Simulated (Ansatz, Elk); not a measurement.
## Bonding as seen by X-rays: Mg2ScGeP

The structure of Mg2ScGeP used here is made up (a known structure type with other elements) and was relaxed beforehand with PBE. The aim is the Fourier transform of its all-electron density, F(hkl), set beside the sum over free spherical atoms that refinements use.

Program: Elk 11.2.3 (patched build). Level of theory: DFT, PBE, all-electron APW+lo, Dirac cores, scalar-relativistic bands, static density, no spin. Results are calculated unless marked as measured.

The structure was built from a prototype and need not be the compound's stable phase.

### Step 1. The starting structure

Symmetry: I4mm, No. 107, tetragonal system. The conventional cell has a = 4.040 Å, b = 4.040 Å, c = 11.813 Å, α = 90.00°, β = 90.00°, γ = 90.00°. Nearest to Ge lie 1 P at 2.44 Å and 4 Mg at 2.70 Å and 4 Sc at 3.07 Å. Sc has 4 Ge at 3.07 Å and 4 P at 3.14 Å nearest. P has 1 Ge at 2.44 Å and 4 Mg at 2.62 Å and 4 Sc at 3.14 Å nearest. Nearest to Mg lie 2 P at 2.62 Å and 2 Ge at 2.70 Å and 4 Mg at 2.86 Å. Farther neighbours are not listed.

### Step 2. Ground state and structure factors

An all-electron density is needed, since X-rays see the cores too. Task 0 finds the density and task 195 Fourier-transforms it; tshift is off so that phases refer to the origin typed.

File elk.in:

```
tasks
  0
  195

xctype
  20

spinpol
  .false.

rgkmax
  7.0

gmaxvr
  14.0

lmaxo
  7

lmaxapw
  8

swidth
  0.002

tshift
  .false.

ramdisk
  .false.

hmaxvr
  5.5

maxscl
  120

epspot
  1e-06

sppath
  './'

avec
  -3.81751755608 3.81751755608 11.16129984174
  3.81751755608 -3.81751755608 11.16129984174
  3.81751755608 3.81751755608 -11.16129984174

atoms
  4
  'Ge.in'
  1
  0.4003071831 0.4003071831 0.0000000000   0.000000 0.000000 0.000000
  'Sc.in'
  1
  0.9961775449 0.9961775449 0.0000000000   0.000000 0.000000 0.000000
  'P.in'
  1
  0.6069916713 0.6069916713 -0.0000000000   0.000000 0.000000 0.000000
  'Mg.in'
  2
  0.2483118004 0.7483118004 0.5000000000   0.000000 0.000000 0.000000
  0.7483118004 0.2483118004 0.5000000000   0.000000 0.000000 0.000000

ngridk
  8 8 8
```

The run is started by

```console
> OMP_NUM_THREADS=4 elk
```

Numbers of over 12 decimals in the logs are rounded to 6 here.

The program printed:

```text
┌─────────────────────────┐
│ Elk code version 11.2.3 │
└─────────────────────────┘

All units are atomic (Hartree, Bohr, etc.)

┌─────────────────────────────────────────────────┐
│ Ground-state run starting from atomic densities │
└─────────────────────────────────────────────────┘

Lattice vectors :
  -3.817517556       3.817517556       11.16129984
   3.817517556      -3.817517556       11.16129984
   3.817517556       3.817517556      -11.16129984

Reciprocal lattice vectors :
 -0.3165487333E-16  0.8229412458      0.2814719341
  0.8229412458     -0.3165487333E-16  0.2814719341
  0.8229412458      0.8229412458      0.1463435019E-17

Unit cell volume      :    650.6341473
Brillouin zone volume :   0.3812437673

Muffin-tin inner radius fraction :   0.1000000000E-01

Nuclei treated as point charges

Species : 1 (Ge)
 parameters loaded from : Ge.in
 name : germanium
 nuclear charge    :   -32.00000000
 electronic charge :    32.00000000
 atomic mass :    132414.6196
 muffin-tin radius :    2.381079178
 number of radial points in muffin-tin :    993
 inner part over the whole radius :   0.9929664092E-02
 number on inner part of muffin-tin    :    702
 approximate nuclear radius :   0.7637961215E-04
 number of mesh points to nuclear radius :    340
 atomic positions (lattice), magnetic fields (Cartesian) :
  1 :   0.40030718  0.40030718  0.00000000    0.00000000  0.00000000  0.00000000

Species : 2 (Sc)
 parameters loaded from : Sc.in
 name : scandium
 nuclear charge    :   -21.00000000
 electronic charge :    21.00000000
 atomic mass :    81949.61073
 muffin-tin radius :    2.400000000
 number of radial points in muffin-tin :    993
 inner part over the whole radius :   0.9898716403E-02
 number on inner part of muffin-tin    :    698
 approximate nuclear radius :   0.6711386133E-04
 number of mesh points to nuclear radius :    323
 atomic positions (lattice), magnetic fields (Cartesian) :
  1 :   0.99617754  0.99617754  0.00000000    0.00000000  0.00000000  0.00000000

Species : 3 (P)
 parameters loaded from : P.in
 name : phosphorus
 nuclear charge    :   -15.00000000
 electronic charge :    15.00000000
 atomic mass :    56461.71230
 muffin-tin radius :    2.182655913
 number of radial points in muffin-tin :    793
 inner part over the whole radius :   0.9820214917E-02
 number on inner part of muffin-tin    :    553
 approximate nuclear radius :   0.6081821256E-04
 number of mesh points to nuclear radius :    249
 atomic positions (lattice), magnetic fields (Cartesian) :
  1 :   0.60699167  0.60699167  0.00000000    0.00000000  0.00000000  0.00000000

Species : 4 (Mg)
 parameters loaded from : Mg.in
 name : magnesium
 nuclear charge    :   -12.00000000
 electronic charge :    12.00000000
 atomic mass :    44305.30466
 muffin-tin radius :    2.200000000
 number of radial points in muffin-tin :    793
 inner part over the whole radius :   0.9941530515E-02
 number on inner part of muffin-tin    :    552
 approximate nuclear radius :   0.5710277704E-04
 number of mesh points to nuclear radius :    241
 atomic positions (lattice), magnetic fields (Cartesian) :
  1 :   0.24831180  0.74831180  0.50000000    0.00000000  0.00000000  0.00000000
  2 :   0.74831180  0.24831180  0.50000000    0.00000000  0.00000000  0.00000000

Total number of atoms per unit cell :    5
Total muffin-tin volume :    247.2130277
 ratio of muffin-tin to unit cell volume :   0.3799570446

Spin treatment :
 spin-unpolarised

Number of Bravais lattice symmetries :   16
Number of crystal symmetries         :    8
Crystal has no inversion symmetry
Complex Hermitian eigensolver will be used

k-point grid :      8     8     8
k-point offset :    0.000000000       0.000000000       0.000000000
k-point set is reduced with full crystal symmetry group
Total number of k-points :      100

Muffin-tin radius times maximum |G+k| :    7.000000000
 using average radius
Maximum |G+k| for APW functions       :    3.079973241
Maximum (1/2)|G+k|²                   :    4.743117583
[...]
Density of states at Fermi energy :    44.16285353
 (states/Hartree/unit cell)

Estimated indirect band gap :   0.9725554453E-03
 from k-point 8 to k-point 72
Estimated direct band gap   :   0.9122071400E-02
 at k-point 68

Charges :
 core                        :    42.00000000
 valence                     :    50.00000000
 interstitial                :    7.975234785
 muffin-tins (core leakage)
  species : 1 (Ge)
   atom 1                    :    30.78029766     (  0.3851046920E-03)
  species : 2 (Sc)
[...]
species : 3 (P)
[...]
species : 4 (Mg)
[...]
total in muffin-tins        :    84.02476522
 total calculated charge     :    91.99906853
 total charge                :    92.00000000
 error                       :   0.9314657024E-03

RMS change in Kohn-Sham potential (target) :   0.5667892282     (  0.1000000000E-05)
Absolute change in total energy (target)   :   0.2709109863     (  0.1000000000E-03)

[... loops 3 to 14 left out ...]

┌──────────────────┐
│ Loop number : 15 │
└──────────────────┘

Energies :
 Fermi                       :     0.230303
 sum of occupied eigenvalues :     -2053.3825528054
 electron kinetic            :      3658.7250206704
 core electron kinetic       :      3305.8112010408
 Coulomb                     :     -7089.8332433712
 Coulomb potential           :     -5485.1890773997
 nuclear-nuclear             :     -510.03268146082
 electron-nuclear            :     -7685.9436382820
 Hartree                     :      1106.1430763716
 Madelung                    :     -4347.2387046714
 xc potential                :     -226.91849607605
 exchange                    :     -171.08199243611
 correlation                 :     -3.965340
 electron entropic           :    -0.80422694202174E-03
 total energy                :     -3606.1563597182

Density of states at Fermi energy :    62.30107171
 (states/Hartree/unit cell)

Estimated indirect band gap :   0.1046404429E-03
 from k-point 24 to k-point 25
Estimated direct band gap   :   0.6595987851E-02
 at k-point 68

Charges :
 core                        :    42.00000000
 valence                     :    50.00000000
 interstitial                :    7.996544645
 muffin-tins (core leakage)
  species : 1 (Ge)
[...]
species : 2 (Sc)
[...]
species : 3 (P)
[...]
species : 4 (Mg)
[...]
total in muffin-tins        :    84.00345536
 total calculated charge     :    91.99908305
 total charge                :    92.00000000
 error                       :   0.9169523968E-03

RMS change in Kohn-Sham potential (target) :   0.6841033402E-06 (  0.1000000000E-05)
Absolute change in total energy (target)   :   0.5865508092E-04 (  0.1000000000E-03)

Convergence targets achieved

┌──────────────────┐
│ Loop number : 16 │
└──────────────────┘

Energies :
 Fermi                       :     0.230304
 sum of occupied eigenvalues :     -2053.3825429125
 electron kinetic            :      3658.7250292179
 core electron kinetic       :      3305.8112055806
 Coulomb                     :     -7089.8332440635
 Coulomb potential           :     -5485.1890772559
 nuclear-nuclear             :     -510.03268146082
 electron-nuclear            :     -7685.9436400427
 Hartree                     :      1106.1430774400
 Madelung                    :     -4347.2387054356
 xc potential                :     -226.91849487458
 exchange                    :     -171.08199250268
 correlation                 :     -3.965340
 electron entropic           :    -0.80422702741249E-03
 total energy                :     -3606.1563519220

Density of states at Fermi energy :    62.30106196
 (states/Hartree/unit cell)

Estimated indirect band gap :   0.1046467946E-03
 from k-point 24 to k-point 25
Estimated direct band gap   :   0.6596007788E-02
 at k-point 68

Charges :
 core                        :    42.00000000
 valence                     :    50.00000000
 interstitial                :    7.996544454
 muffin-tins (core leakage)
  species : 1 (Ge)
[...]
species : 2 (Sc)
[...]
species : 3 (P)
   atom 1                    :    13.29264828     (  0.3439202490E-03)
  species : 4 (Mg)
   atom 1                    :    10.56119815     ( -0.9828258607E-07)
   atom 2                    :    10.56119815     ( -0.9828258607E-07)
 total in muffin-tins        :    84.00345555
 total calculated charge     :    91.99908305
 total charge                :    92.00000000
 error                       :   0.9169522418E-03

┌──────────────────────────────┐
│ Self-consistent loop stopped │
└──────────────────────────────┘

Warning : core states of species 1 leak from the muffin-tin :   0.3770771427E-03

Warning : core states of species 3 leak from the muffin-tin :   0.3439202490E-03

Wrote STATE.OUT
```

It took 1.7 min on 4 threads of Arm Neoverse V1, shared host; peak memory 0.18 GiB; 5.7 min of CPU time.

SFACRHO.OUT:

```text

h k l indices transformed by vhmat matrix:
   1.000000000       0.000000000       0.000000000    
   0.000000000       1.000000000       0.000000000    
   0.000000000       0.000000000       1.000000000    

      h      k      l  multipl.   |H|            Re(F)            Im(F)           |F|

      0      0      0      1   0.0000000       91.999999     -0.34269925E-16   91.999999    
     -1     -1      1      1  0.56294387       9.8262943       15.913943       18.703199    
      1      1     -1      1  0.56294387       9.8262943      -15.913943       18.703199    
      1      0      0      4  0.86974637      -15.416760       8.5485259       17.628210    
      0     -1      0      4  0.86974637      -15.416760      -8.5485259       17.628210    
     -2     -2      2      1   1.1258877       2.3344463       13.400379       13.602198    
      2      2     -2      1   1.1258877       2.3344463      -13.400379       13.602198    
     -1      1      0      4   1.1638147       35.321212     -0.72285475E-15   35.321212    
      1      2     -2      4   1.1790973       28.534112       14.148751       31.849375    
     -2     -1      1      4   1.1790973       28.534112      -14.148751       31.849375    
     -1     -1      0      4   1.2928149       43.060921       15.278840       45.691201    
      0      2     -1      4   1.2928149       43.060921      -15.278840       45.691201    
      1      3     -2      4   1.6192862      -30.089581      -10.712764       31.939727    
     -1     -3      2      4   1.6192862      -30.089581       10.712764       31.939727    
     -3     -2      3      4   1.6303047       46.716455     -0.63915536       46.720827    
      3      2     -2      4   1.6303047       46.716455      0.63915536       46.720827    
     -1      1     -1      4   1.6458825       62.885685     -0.59348087E-14   62.885685    
      3      3     -3      1   1.6888316      -27.452073       5.5087850       27.999340
```

Elk indexes on the primitive cell of elk.in and gives |H| = 4π sin θ/λ in inverse bohr. Below, one row stands for each form hkl of the conventional cell (m members, Friedel mates merged), F is for one primitive cell and the density is static (no thermal factor). Free-atom factors are Waasmaier and Kirfel's, and R is Σm||F|−|F'||/Σm|F|.

```tsv
hkl	m	sin θ/λ (Å⁻¹)	abs F, DFT	neutral atoms	diff.	abs of complex diff.
002	2	0.085	18.703	18.611	+0.092	0.092
101	8	0.131	17.628	17.437	+0.191	0.231
004	2	0.169	13.602	13.644	-0.042	0.527
110	4	0.175	35.321	35.114	+0.207	0.207
103	8	0.177	31.849	31.821	+0.029	0.089
112	8	0.194	45.691	45.962	-0.270	0.271
114	8	0.243	31.940	32.146	-0.207	0.207
105	8	0.245	46.721	46.926	-0.205	0.206
200	4	0.247	62.886	63.281	-0.396	0.396
006	2	0.254	27.999	28.217	-0.217	0.218
202	8	0.262	15.192	15.292	-0.099	0.103
211	16	0.280	14.360	14.582	-0.223	0.242
204	8	0.300	11.298	11.350	-0.052	0.212
213	16	0.304	25.684	25.806	-0.123	0.123
116	8	0.308	4.975	4.890	+0.085	0.141
107	8	0.321	23.260	23.355	-0.095	0.097
008	2	0.339	37.727	37.752	-0.024	0.040
215	16	0.348	39.569	39.668	-0.099	0.099
```

### Step 3. The highest occupied states alone

An energy window below the Fermi level keeps the highest occupied states, to see at which angles they scatter; shallow core shells can lie inside it and anion s states outside. No new self-consistency is needed.

elk.in: that of step 2 with these lines changed.

```diff
@@ -1,3 +1,2 @@
 tasks
-  0
   195
@@ -40,2 +39,5 @@
 
+wsfac
+  -0.320940 0.530300
+
 sppath
```

The run is started by

```console
> OMP_NUM_THREADS=4 elk
```

The program printed:

```text
┌─────────────────────────────────┐
│ Elk code version 11.2.3 started │
└─────────────────────────────────┘

Info(readinput): the functional depends on the density's gradient
 muffin-tin radial points multiplied by    2.00000
 (not where nrmtscf is given)

┌────────────────────┐
│ Current task : 195 │
└────────────────────┘
Info(checkmt): changed muffin-tin radius of species 1 (Ge) from   2.4000 to   2.3811
Info(checkmt): changed muffin-tin radius of species 3 (P) from   2.2000 to   2.1827

Info(sfacrho): density structure factors written to SFACRHO.OUT

 Energy window :  -0.3209400000      0.5303000000

┌──────────────────┐
│ Elk code stopped │
└──────────────────┘
```

It took 15 s on 4 threads; peak memory 0.18 GiB.

States within 15 eV below the Fermi level hold 16.00 electrons; any levels below the window count with the cores. Their amplitudes can exceed the total, where window and core parts have opposite phase:

```tsv
hkl	sin θ/λ (Å⁻¹)	abs F, window	abs F, all
002	0.085	1.531	18.703
101	0.131	2.767	17.628
004	0.169	1.944	13.602
110	0.175	2.720	35.321
103	0.177	1.486	31.849
112	0.194	0.871	45.691
114	0.243	0.129	31.940
105	0.245	0.636	46.721
200	0.247	0.353	62.886
006	0.254	0.293	27.999
```

### Step 4. Another functional

The difference from free atoms is small, so it is set against the change that PBEsol makes.

elk.in: that of step 3 with these lines changed.

```diff
@@ -1,2 +1,3 @@
 tasks
+  0
   195
@@ -4,3 +5,3 @@
 xctype
-  20
+  22
 
@@ -39,5 +40,2 @@
 
-wsfac
-  -0.320940 0.530300
-
 sppath
```

The run is started by

```console
> OMP_NUM_THREADS=4 elk
```

The program printed:

```text
┌─────────────────────────┐
│ Elk code version 11.2.3 │
└─────────────────────────┘

All units are atomic (Hartree, Bohr, etc.)

┌─────────────────────────────────────────────────┐
│ Ground-state run starting from atomic densities │
└─────────────────────────────────────────────────┘

Lattice vectors :
  -3.817517556       3.817517556       11.16129984
   3.817517556      -3.817517556       11.16129984
   3.817517556       3.817517556      -11.16129984

Reciprocal lattice vectors :
 -0.3165487333E-16  0.8229412458      0.2814719341
[...]
species : 4 (Mg)
   atom 1                    :    10.56292613     ( -0.9828258607E-07)
   atom 2                    :    10.56292613     ( -0.9828258607E-07)
 total in muffin-tins        :    83.99285382
 total calculated charge     :    91.99907352
 total charge                :    92.00000000
 error                       :   0.9264782083E-03

┌──────────────────────────────┐
│ Self-consistent loop stopped │
└──────────────────────────────┘

Warning : core states of species 1 leak from the muffin-tin :   0.3822535213E-03

Warning : core states of species 3 leak from the muffin-tin :   0.3469897554E-03

Wrote STATE.OUT
[key lines of the parts left out:]
total energy                :     -3602.3013496630
```

Run time: 1.7 min. Hardware: 4 threads; peak memory 0.18 GiB.

Against the first run R = 0.04 %; the largest change is -0.023 at 1 1 10.

### Step 5. A coarser k-mesh

About half the k-points along each axis test the sampling.

elk.in: that of step 4 with these lines changed.

```diff
@@ -5,3 +5,3 @@
 xctype
-  22
+  20
 
@@ -65,2 +65,2 @@
 ngridk
-  8 8 8
+  4 4 4
```

The run is started by

```console
> OMP_NUM_THREADS=4 elk
```

The program printed:

```text
┌─────────────────────────┐
│ Elk code version 11.2.3 │
└─────────────────────────┘

All units are atomic (Hartree, Bohr, etc.)

┌─────────────────────────────────────────────────┐
│ Ground-state run starting from atomic densities │
└─────────────────────────────────────────────────┘

Lattice vectors :
  -3.817517556       3.817517556       11.16129984
   3.817517556      -3.817517556       11.16129984
   3.817517556       3.817517556      -11.16129984

Reciprocal lattice vectors :
 -0.3165487333E-16  0.8229412458      0.2814719341
[...]
species : 4 (Mg)
   atom 1                    :    10.55999231     ( -0.9828258518E-07)
   atom 2                    :    10.55999231     ( -0.9828258518E-07)
 total in muffin-tins        :    84.00605076
 total calculated charge     :    91.99908160
 total charge                :    92.00000000
 error                       :   0.9183991988E-03

┌──────────────────────────────┐
│ Self-consistent loop stopped │
└──────────────────────────────┘

Warning : core states of species 1 leak from the muffin-tin :   0.3769869158E-03

Warning : core states of species 3 leak from the muffin-tin :   0.3438141453E-03

Wrote STATE.OUT
[key lines of the parts left out:]
total energy                :     -3606.1555063978
```

Wall time 38 s (4 threads); peak memory 0.18 GiB.

Against the first run R = 0.00 %; the largest change is +0.009 at 103.

### Step 6. Settings against the effect

```tsv
run	R against the first run (%)	R against neutral atoms, low angle (%)	wall time
PBE, rgkmax 7	0.00	0.64	1.7 min
PBEsol	0.04	0.65	1.7 min
k-mesh 4×4×4	0.00	0.65	38 s
```

### Step 7. What came out

```yaml
r_against_neutral_atoms_sin_theta_lambda_0p3_a_minus1: 0.64 %
r_against_neutral_atoms_0p3_to_0p78_a_minus1: 0.17 %
```

Independent neutral atoms miss the calculated amplitudes by R = 0.64 % below 0.3 Å⁻¹ and 0.17 % from there to 0.78 Å⁻¹; by shells, 0.96 % below 0.15 Å⁻¹ (2 forms), 0.62 % 0.15 to 0.3 (11 forms), 0.27 % 0.3 to 0.45 (22 forms), 0.14 % above 0.45 (114 forms). Bonding, aspherical density and the tables' own atoms all enter these figures, and the runs don't part them. The largest change of an amplitude is -0.40 electrons, at 200. R counts amplitudes alone; phases shift too. The window's part falls from 16.0 electrons at the origin to at most 0.24 between 0.45 and 0.78 Å⁻¹. Below 0.3 Å⁻¹ the changes that finished (PBEsol and k-mesh 4×4×4) move F by R = 0.03 % at most, against the 0.64 % that separates it from free atoms. The basis has no finished test. Part of the difference isn't bonding: the tables are fits to free atoms and ions calculated by other methods than this functional. Thermal motion, anomalous dispersion and extinction are left out.

[Logs are printed without paths, hosts, clocks, repeated set-up lines and the standing remarks that a program may print on its own settings, such as how far it seeks lower states.]

[Hosts, paths, dates, database ids (printed as entryN), source tags and the programs' standing remarks are cut or masked in the printed files.]
